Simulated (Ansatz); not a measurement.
# Cl_O in SnO2 (P4_2/mnm): charge-transition levels and formation energies

Aim: at which Fermi levels does Cl_O in SnO2 (P4_2/mnm) change its charge? The model is a cell of 72 host atoms with 1 O taken out and 1 Cl put in.

Main program and level: Ansatz 0.2.0; place-levels on r2SCAN runs: charge-transition levels and formation energies with image-charge correction and potential alignment at the atomic sites; PAW set soft_1.

Experimental background.

For SnO2, rutile (undoped SnO2, literature value), “Effect of Cu F Co-doping on the Properties of AgSnO2 Contact” (2019, pmc:6679235) quotes earlier work: band gap (band gap of intrinsic SnO2, quoted experimental value) 3.6 eV [Literature value cited in passing in the theory part; measurement method, temperature and …].

### Step 1. The structure

The cell holds 72 atoms: 24 Sn, 47 O and 1 Cl. Cell: a = 9.516 Å, b = 9.516 Å, c = 9.602 Å, α = 90.0°, β = 90.0°, γ = 90.0°. It derives from SnO2 (space group P4_2/mnm). Nearest the centre at fractional (0.403, 0.597, 0.500): Cl28 at 0.00 Å, Sn25 at 2.06 Å, Sn62 at 2.07 Å, Sn68 at 2.07 Å, O45 at 2.61 Å, O65 at 2.92 Å, O71 at 2.92 Å, O30 at 2.92 Å.

Structure file:

```xyz
72
Lattice="9.5155 0.0000 0.0000 0.0000 9.5155 0.0000 0.0000 0.0000 9.6020" Properties=species:S:1:pos:R:3 pbc="T T T"
Sn    2.3789    2.3789    1.6003
Sn    0.0000    0.0000    0.0000
O     0.9233    3.8345    1.6003
O     3.8345    0.9233    1.6003
O     1.4556    1.4556    0.0000
O     3.3022    3.3022    0.0000
Sn    2.3789    2.3789    4.8010
Sn    0.0000    0.0000    3.2007
O     0.9233    3.8345    4.8010
O     3.8345    0.9233    4.8010
O     1.4556    1.4556    3.2007
O     3.3022    3.3022    3.2007
Sn    2.3789    2.3789    8.0017
Sn    0.0000    0.0000    6.4014
O     0.9233    3.8345    8.0017
O     3.8345    0.9233    8.0017
O     1.4556    1.4556    6.4014
O     3.3022    3.3022    6.4014
Sn    2.3789    7.1366    1.6003
Sn    0.0000    4.7578    0.0000
O     0.9233    8.5922    1.6003
O     3.8345    5.6810    1.6003
O     1.4556    6.2134    0.0000
O     3.3022    8.0599    0.0000
Sn    2.3789    7.1366    4.8010
Sn    0.0000    4.7578    3.2007
O     0.9233    8.5922    4.8010
Cl    3.8345    5.6810    4.8010
O     1.4556    6.2134    3.2007
O     3.3022    8.0599    3.2007
Sn    2.3789    7.1366    8.0017
Sn    0.0000    4.7578    6.4014
O     0.9233    8.5922    8.0017
O     3.8345    5.6810    8.0017
O     1.4556    6.2134    6.4014
O     3.3022    8.0599    6.4014
Sn    7.1366    2.3789    1.6003
Sn    4.7578    0.0000    0.0000
O     5.6810    3.8345    1.6003
O     8.5922    0.9233    1.6003
O     6.2134    1.4556    0.0000
O     8.0599    3.3022    0.0000
Sn    7.1366    2.3789    4.8010
Sn    4.7578    0.0000    3.2007
O     5.6810    3.8345    4.8010
O     8.5922    0.9233    4.8010
O     6.2134    1.4556    3.2007
O     8.0599    3.3022    3.2007
Sn    7.1366    2.3789    8.0017
Sn    4.7578    0.0000    6.4014
O     5.6810    3.8345    8.0017
O     8.5922    0.9233    8.0017
O     6.2134    1.4556    6.4014
O     8.0599    3.3022    6.4014
Sn    7.1366    7.1366    1.6003
Sn    4.7578    4.7578    0.0000
O     5.6810    8.5922    1.6003
O     8.5922    5.6810    1.6003
O     6.2134    6.2134    0.0000
O     8.0599    8.0599    0.0000
Sn    7.1366    7.1366    4.8010
Sn    4.7578    4.7578    3.2007
O     5.6810    8.5922    4.8010
O     8.5922    5.6810    4.8010
O     6.2134    6.2134    3.2007
O     8.0599    8.0599    3.2007
Sn    7.1366    7.1366    8.0017
Sn    4.7578    4.7578    6.4014
O     5.6810    8.5922    8.0017
O     8.5922    5.6810    8.0017
O     6.2134    6.2134    6.4014
O     8.0599    8.0599    6.4014
```

Known beforehand: the electronic dielectric constant, (4.60, 4.60, 4.91), and the static one, (13.48, 13.48, 10.42), from a response run on this crystal (DFPT, PBEsol) at that run's own cell.

The cell's shortest repeat is 9.5 Å.

### Step 2. Charge states

Levels follow from differences of total energies between charge states, each relaxed by itself.

Random displacements of about 0.05 Å break the site symmetry at the start, so that the relaxation can reach a distorted minimum if there is one. Forces are taken at one point at (¼, ¼, ¼). The cell holds 1 electron more than the neutral one, with a uniform background that keeps it neutral on the whole.

The sampling was tested on the host first: at the k-points planned (1x1x1 shifted 0.25 0.25 0.25) its energy lies 0.000 eV an atom from the dense-mesh value, under the bound of 0.02 eV set for this test; that bounds the host's error, not the defect's.

One of the inputs; charge, spin and start change from state to state.

qm1.relax/input.yaml reads:

```yaml
crystal:
  lattice:
    - [4.75775154, 0.0, 0.0]
    - [0.0, 4.75775154, 0.0]
    - [0.0, 0.0, 3.20068146]
  atoms:
    - { symbol: Sn, position: [0.5, 0.5, 0.5] }
    - { symbol: Sn, position: [0.0, 0.0, 0.0] }
    - { symbol: O, position: [0.19405723, 0.80594277, 0.5] }
    - { symbol: O, position: [0.80594277, 0.19405723, 0.5] }
    - { symbol: O, position: [0.30594277, 0.30594277, 0.0] }
    - { symbol: O, position: [0.69405723, 0.69405723, 0.0] }
  supercell: [2, 2, 3]
  defects: [{ substitution: { at: 27, symbol: Cl } }]
total_charge: -1
basis:
  ecutwfc: 500
  xc_grid: 2
hamiltonian:
  xc: r2scan
  pseudopotentials: { kind: paw, azcp: { folder: soft_1 } }
kpoints:
  mp_grid: { grid: [1, 1, 1], shift: [0.25, 0.25, 0.25] }
scf:
  occupations: { method: fixed }
  max_iter: 100
output:
  forces: true
  charged_corrections: { epsilon: [4.6, 4.6, 4.91], static_epsilon: [13.48, 13.48, 10.42] }
relax:
  f_tol: 0.02
  max_steps: 80
  random_displacement: { amplitude: 0.05, seed: 1007 }
checkpoint:
  write: "../qm1.relax.run"
  compress: false
  write_wavefunctions: true
  write_every: 100000
```

The run is started by

```sh
ansatz run input.yaml --threads 4 --pin off --max-ram 15073MiB --backend cpu --events-out ev --progress --plain --runs-dir out
```

The relaxed structure is kept and the sampling changed to a 2×2×2 shifted mesh.

The run of this state that the levels use, under r2SCAN:

qm1.point/input.yaml reads:

```yaml
crystal:
  checkpoint: "../qm1.relax.run"
  host: checkpoint
total_charge: -1
basis:
  ecutwfc: 500
  xc_grid: 2
hamiltonian:
  xc: r2scan
  pseudopotentials: { kind: paw, azcp: { folder: soft_1 } }
kpoints:
  mp_grid: { grid: [2, 2, 2], shift: [0.5, 0.5, 0.5] }
scf:
  occupations: { method: fermi_dirac, width: 0.01 }
  max_iter: 100
output:
  forces: true
  eigenvalues: true
  charged_corrections:
    epsilon: [4.6, 4.6, 4.91]
    static_epsilon: [13.48, 13.48, 10.42]
    defect_position: [0.402971, 0.597029, 0.5]
  eigenstates: { localisation: true }
  populations: true
  band_densities: [{ bands: [v1, v1] }, { bands: [c1, c1] }]
  write_density: true
  write_potential: true
  volumetric_format: npy
checkpoint:
  read: "../qm1.relax.run"
  write: "../qm1.point.run"
  compress: false
  write_wavefunctions: false
  write_every: 100000
```

Relaxations under r2SCAN at one point at (¼, ¼, ¼); times on 4 threads of Intel Xeon Platinum 8259CL at 2.50GHz (Skylake/Cascade Lake), shared host:

```tsv
charge	moment (μB)	occupations	outcome	steps	largest displacement against the far atoms (Å)	time
−1	0	fixed	converged	6	0.37	3.7 min
0	1	fixed	converged	6	0.37	7.9 min
+1	0	fixed	converged	6	0.36	3.4 min
```

Single points under r2SCAN at a 2×2×2 shifted mesh; times on 4 threads of Intel Xeon Platinum 8259CL at 2.50GHz (Skylake/Cascade Lake), shared host:

```tsv
charge	moment (μB)	occupations	outcome	time
−1	0	fermi-dirac	converged	4.2 min
0	1	fermi-dirac	converged	7.7 min
+1	0	fermi-dirac	converged	2.8 min
```

Distances (Å) from Cl28 to the nearest atoms after relaxation with r2SCAN:

```tsv
charge	moment (μB)	1.	2.	3.	4.	5.	6.
−1	0	Sn 2.35	Sn 2.41	Sn 2.41	O 2.74	O 2.91	O 2.91
0	1	Sn 2.35	Sn 2.40	Sn 2.40	O 2.73	O 2.91	O 2.91
+1	0	Sn 2.35	Sn 2.40	Sn 2.40	O 2.73	O 2.86	O 2.87
```

### Step 3. Levels against the band edges, r2SCAN

A charged cell interacts with its images and the background, and its potential has another zero than the host's. place-levels removes the first by a point-charge model, screened by the static dielectric constant since the ions have relaxed around the charge, and the second by comparing potentials at atoms far from the defect.

The host is a run of the defect-free crystal in the same cutoffs, grids and k-points, so that basis and sampling errors cancel in part in the differences. The host is run in a cell of 6 atoms on a matching mesh. Its band edges are searched through the zone by a band path, so the gap is smaller than, or equal to, that on the mesh. Chemical potentials are energies per atom of O (O2 molecule) and Cl (Cl2 molecule), run with the same functional and cutoff.

levels.point.yaml reads:

```yaml
host:
  run: host.point.run
states: [qm1.point.run, q0_M1.point.run, qp1.point.run]
geometry_from:
  qm1.point.run: qm1.relax.run
  q0_M1.point.run: q0_M1.relax.run
  qp1.point.run: qp1.relax.run
  host.point.run: host.relax.run
chemical_potentials:
  O:
    energy: -565.989614
    dataset: <sha256 of the dataset>
  Cl:
    energy: -1083.515636
    dataset: "<sha256 of the dataset>"
epsilon: [4.6, 4.6, 4.91]
static_epsilon: [13.48, 13.48, 10.42]
vertical:
  - { from: qm1.point.run, to: qm1.point_neutral.run }
  - { from: qp1.point.run, to: qp1.point_neutral.run }
```

The run is started by

```sh
ansatz place-levels levels.point.yaml -- --threads 4 --pin off --max-ram 15073MiB
```

Numbers of over 12 decimals in the logs are rounded to 6 here.

The program printed:

```text
[... repeated set-up lines and file paths are left out, and long positions are rounded to six places ...]
(+1/0) 1.812 eV above the valence edge (+2.677 eV without the band-filling correction), in the conduction band; not on the lower envelope
(0/-1) 1.795 eV above the valence edge (+2.877 eV without the band-filling correction), 0.000 eV under the conduction edge; not on the lower envelope
(+1/-1) 1.804 eV above the valence edge (+2.777 eV without the band-filling correction), in the conduction band: charges between them are lowest nowhere
formation energy of charge +1: +1.858 eV with the Fermi level at the valence edge
formation energy of charge 0: +3.670 eV with the Fermi level at the valence edge
formation energy of charge -1: +5.465 eV with the Fermi level at the valence edge
vertical -1 to 0: no energy, since no alignment is typed
  the change from vertical[0].from (qm1.point.run) to vertical[0].to (qm1.point_neutral.run): by its potential at epsilon [4.6, 4.6, 4.91] it stands at 0.412 0.592 0.500, with an rms radius of about 6.9 Å (4.0 4.0 4.0 Å across the planes of the cell's [...]
vertical +1 to 0: no energy, since no alignment is typed
  the change from vertical[1].from (qp1.point.run) to vertical[1].to (qp1.point_neutral.run): by its potential at epsilon [4.6, 4.6, 4.91] it stands at 0.409 0.611 0.499, with an rms radius of about 6.9 Å (3.9 4.1 4.0 Å across the planes of the cell's [...]
  edges by r2scan, gap 1.795 eV; the host is sampled to repeats of 26.91 Å
  the defect's cells are sampled to repeats of 26.91 Å, like sampling
  charge +1: -172755.4190 eV with its correction of +0.326 eV, at epsilon [13.48, 13.48, 10.42], aligned at sites: +0.1537 eV, mean over 39 atomic sites at or beyond 4.76 Å from the defect at [0.4030, 0.5970, 0.5000], with +0.000000 for the charge's moments [...]
  charge 0: +0.000 eV for its dipole among its images, +0.000 omitted
  charge -1: -172731.9972 eV with its correction of -0.145 eV, at epsilon [13.48, 13.48, 10.42], aligned at sites: +0.3171 eV, mean over 39 atomic sites at or beyond 4.76 Å from the defect at [0.4030, 0.5970, 0.5000], with +0.000000 for the charge's moments [...]
  of states[2] (qp1.point.run): it parts from the run at its places by a charge that spreads by about 4.1 Å along one vector (1.6 Å or more is wide), by its potential at epsilon [4.6, 4.6, 4.91], taken for that of held ions (one typed too small widens it), [...]
  of states[1] (q0_M1.point.run): a band-filling correction moves a carrier to the host's band edge, which changes its energy by -0.866 eV; its displacements don't fall off away from the defect: farther atoms stand 0.064 Å off the host's places. [...]
  of states[0] (qm1.point.run): it parts from the run at its places by a charge that spreads by about 4 Å along one vector (1.6 Å or more is wide), by its potential at epsilon [4.6, 4.6, 4.91], taken for that of held ions (one typed too small widens it), [...]
  of vertical[0].from (qm1.point.run): its displacements don't fall off away from the defect: farther atoms stand 0.065 Å off the host's places. [...]
  of vertical[0].to (qm1.point_neutral.run): its displacements don't fall off away from the defect: farther atoms stand 0.065 Å off the host's places. [...]
  of vertical[1].from (qp1.point.run): its displacements don't fall off away from the defect: farther atoms stand 0.062 Å off the host's places. [...]
  of vertical[1].to (qp1.point_neutral.run): its displacements don't fall off away from the defect: farther atoms stand 0.062 Å off the host's places. [...]
```

Elapsed: 0.59 s, on 4 threads of Intel Xeon Platinum 8259CL at 2.50GHz (Skylake/Cascade Lake), shared host.

Levels between the charges placed, in eV above the valence top:

```tsv
	gap (eV)	(+1/0)	(0/−1)
r2SCAN	1.80	1.81	1.80
```

Corrections by state:

```tsv
charge	moment (μB)	image terms and alignment (eV)	band filling (eV)	ε used	over the lowest of its charge, as the program ranks them, band filling apart (eV)
+1	0.0	0.326	-	principal values (10.42, 13.48, 13.48)	0.000
0	1.0	0.000	-0.866	-	0.000
−1	0.0	-0.145	-1.947	principal values (10.42, 13.48, 13.48)	0.000
```

The charged structures listed were also run neutral, and place-levels reads from each pair, by the potential or the spins, how wide the charge is by which they differ; that can be the carrier of either run.

```tsv
charge	rms radius (Å)	spread where it is widest against the cell (Å)	wide from (Å)	reading
+1	6.9	4.05	1.65	wide
−1	6.9	4.03	1.65	wide
```

The neutral runs of these pairs need not share the spin of the lowest neutral state, and very wide values only mean spread over the cell.

From the program's caveats on the states, each cut to its opening words:

- charge +1: it parts from the run at its places by a charge that spreads by about 4.1 Å along one vector (1.6 Å or more is wide), by its potential at epsilon [4.6, 4.6, [...]
- charge +1: its displacements don't fall off away from the defect: farther atoms stand 0.062 Å off the host's places
- charge 0 (1 μB): a band-filling correction moves a carrier to the host's band edge, which changes its energy by -0.866 eV
- charge 0 (1 μB): its displacements don't fall off away from the defect: farther atoms stand 0.064 Å off the host's places
- charge 0 (1 μB): flagged: stability check not made
- charge −1: it parts from the run at its places by a charge that spreads by about 4 Å along one vector (1.6 Å or more is wide), by its potential at epsilon [4.6, 4.6, [...]
- charge −1: a band-filling correction moves a carrier to the host's band edge, which changes its energy by -1.947 eV
- charge −1: its displacements don't fall off away from the defect: farther atoms stand 0.065 Å off the host's places

The host's formation energy from the elements is -1.867 eV per atom; it sets how far the chemical potentials can move.

Formation energies (eV), O-rich (Δμ(O) = 0.00 eV, Δμ(Sn) = -5.60 eV, Δμ(Cl) = 0.00 eV):

```tsv
charge	Fermi level at the valence top	at the conduction bottom
+1	1.86	3.65
0	3.67	3.67
−1	5.46	3.67
```

Formation energies (eV), Sn-rich (Δμ(Sn) = 0.00 eV, Δμ(O) = -2.80 eV, Δμ(Cl) = 0.00 eV):

```tsv
charge	Fermi level at the valence top	at the conduction bottom
+1	-0.94	0.85
0	0.87	0.87
−1	2.66	0.87
```

### Step 4. The same at the relaxations' own k-points

The relaxations' own energies give the levels at their sampling, for comparison.

levels.relax_mesh.yaml reads:

```yaml
host:
  run: host.relax.run
states: [qm1.relax.run, q0_M1.relax.run, qp1.relax.run]
chemical_potentials:
  O:
    energy: -565.989614
    dataset: <sha256 of the dataset>
  Cl:
    energy: -1083.515636
    dataset: "<sha256 of the dataset>"
```

The run is started by

```sh
ansatz place-levels levels.relax_mesh.yaml -- --threads 4 --pin off --max-ram 15073MiB
```

The program printed:

```text
[...]
formation energy of charge +1: +1.858 eV with the Fermi level at the valence edge
formation energy of charge 0: +3.671 eV with the Fermi level at the valence edge
formation energy of charge -1: +5.466 eV with the Fermi level at the valence edge
  edges by r2scan, gap 1.795 eV; the host is sampled to repeats of 13.46 Å
[... the lines on each state left out ...]
```

Run time: 0.21 s. Hardware: 4 threads.

Levels between neighbouring charges, in eV above the valence top:

```tsv
	gap (eV)	(+1/0)	(0/−1)
one point at (¼, ¼, ¼)	1.80	1.81	1.80
a 2×2×2 shifted mesh	1.80	1.81	1.80
```

Going from one point at (¼, ¼, ¼) to a 2×2×2 shifted mesh moves formation energies against the elements by up to 0.00 eV; band-filling terms, which differ between samplings, are in these energies.

### Step 5. Outcome

```
gap of the host                                                          : 1.80 eV (r2SCAN)
level (plus 1/0)                                                         : 1.81 eV above the valence top, past the conduction bottom, not a change between lowest states (2.68 eV above the valence top without the band-filling term)
level (0/minus 1)                                                        : 1.80 eV above the valence top, at the conduction bottom, not a change between lowest states (2.88 eV above the valence top without the band-filling term)
lowest of the charges placed, just above the valence top (0.02 eV)       : +1
lowest of the charges placed, just below the conduction bottom (0.02 eV) : +1
lowest formation energy at mid-gap of the charges run, O-rich            : 2.76 eV
lowest formation energy at mid-gap of the charges run, Sn-rich           : -0.05 eV
```

In words: Of the charges placed (−1, 0 and +1), +1 is the lowest from 0.02 eV above the valence top to 0.02 eV below the conduction bottom, a gap of 1.80 eV. Charges above +1 were not placed, so these runs say nothing of levels that involve them. States placed: +1 at 0 μB; 0 at 1 μB; −1 at 0 μB. Other spin states or structures, where not listed, weren't placed. The program finds carriers beyond a band edge of the host and adds a band-filling term at charge −1 (-1.95 eV) and 0 (-0.87 eV); steps to such a charge show no bound level, and a defect level inside a band would be read the same way. Cl is taken at its element; compounds, which aren't counted here, bound the chemical potentials and would shift these formation energies. Going from one point at (¼, ¼, ¼) to a 2×2×2 shifted mesh moves formation energies against the elements by up to 0.00 eV; band-filling terms, which differ between samplings, are in these energies. Keep in mind: r2SCAN makes the gap too small and tends to spread out bound carriers; where a gas molecule sets a chemical potential or the host's formation energy, its binding is uncorrected; spin–orbit coupling, which can matter with heavy atoms, is left out.

Comparison with the measured values:

| quantity | measured | r2SCAN |
| --- | --- | --- |
| band gap (least gap of the host) (eV) | 3.6 | 1.80 (-1.80 eV) |

Measured values from pmc:6679235 (2019).

How well it matches: The band gap is off by -1.80 eV. Local and semilocal functionals usually give gaps below the measured ones. Spin-orbit coupling, left out here, can change the gap with such heavy elements. Zero-point and thermal motion shift the measured gap.

[Logs are printed without paths, hosts, clocks, repeated set-up lines and the standing remarks that a program may print on its own settings, such as how far it seeks lower states.]

[Hosts, paths, dates, database ids (printed as entryN), source tags and the programs' standing remarks are cut or masked in the printed files.]

[Where a table of states has a column of steps, it counts the stored structures, which are thinned; the runs took as many ionic steps or more.]

[A defect's name tells the site on which it was built; relaxed atoms can leave that site.]

[For some hosts the program warned that the k-mesh of the response run may be too coarse for force constants and the static dielectric constant; such warnings are not shown here.]
